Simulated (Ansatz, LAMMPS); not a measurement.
# Static equation of state of amorphous Ge (61 atoms)

Density of this cell: 4.73 g/cm³. The cell holds 61 atoms: 61 Ge. Cell: a = 11.638 Å, b = 11.725 Å, c = 11.405 Å, α = 87.8°, β = 91.0°, γ = 89.9°. The starting structure: 61 atoms (61 Ge) placed at random at 4.57 g/cm³, melted at 3500 K for 10 ps at fixed volume with the Tersoff potential (Tersoff, Phys. Rev. B 39, 5566 (1989)). Quenched from 3500 K to 100 K at 5 K/ps and fixed volume, held 5 ps, then minimised at fixed cell.

Calculated with Ansatz 0.2.0: Kohn-Sham DFT, PBE, PAW (set soft_1), plane waves; PAW set soft_1; cutoff 420 eV, Γ point, gaussian smearing of 0.05 eV. Cell and atoms were relaxed first, to V0 = 25.489 Å³ an atom at a residual P0 = -0.004 GPa. The cell was then scaled evenly, and the atoms were relaxed at each volume.

```
volume (Å³/atom)  pressure (GPa)
          22.940               ?
          23.960           3.255
          24.725           1.494
          26.254          -1.252
          27.019          -2.348
```

**Question.** Fit the third-order Birch–Murnaghan equation to the rows given and extrapolate to the withheld row.

**Working.**

Take the Eulerian strain f = ½[(V0/V)^(2/3) − 1] and the normalised pressure F = (P − P0) / [3f(1 + 2f)^(5/2)]. The third-order Birch–Murnaghan equation is then the line F = B0 + (3/2)B0(B′ − 4) f, so u = f and v = F.

```
      u = f  v = F (GPa)
  0.0210563      46.5350
  0.0102569      46.2681
-0.00975636      44.7779
 -0.0190503      45.2000
```

With n = 4: mean u = 6.2661e-4, mean v = 45.6953, Σ(u − ū)² = 0.0010051, Σ(u − ū)(v − v̄) = 0.041943. Slope b = 0.041943 / 0.0010051 = 41.730; intercept a = v̄ − b ū = 45.669.

So B0 = a = 45.7 GPa and B′ = 4 + 2b/(3a) = 4.61. At the withheld volume f = 0.03638, F = a + b f = 47.19 GPa, and P = P0 + 3f(1 + 2f)^(5/2) F.

Prediction at 22.940: 6.135 GPa. The run gave 6.006 GPa, so the fit is high by 0.13 GPa (2.2 % of the value).

Among the rows given, the largest miss of the fit is at 27.019, by 0.017 GPa (0.20 % of the range of the table).

Limits: Static cells at zero temperature; the cell shape is held. The program notes that the SCF threshold of these relaxations is loose for the stress. The quench rate of 5 K/ps is many orders above laboratory rates, so the cell is likely richer in defects and strain than a real sample. The network of bonds at the start is that of the classical potential that made the cell, and needn't be the one that DFT or experiment would give. Only the Γ point is sampled, in a cell whose shortest periodic width is 11 Å.

[Long decimals in the printed logs are rounded to 6 places.]

[Logs are printed without paths, hosts, clocks, repeated set-up lines and the standing remarks that a program may print on its own settings, such as how far it seeks lower states.]

[Hosts, paths, dates, database ids (printed as entryN), source tags and the programs' standing remarks are cut or masked in the printed files.]
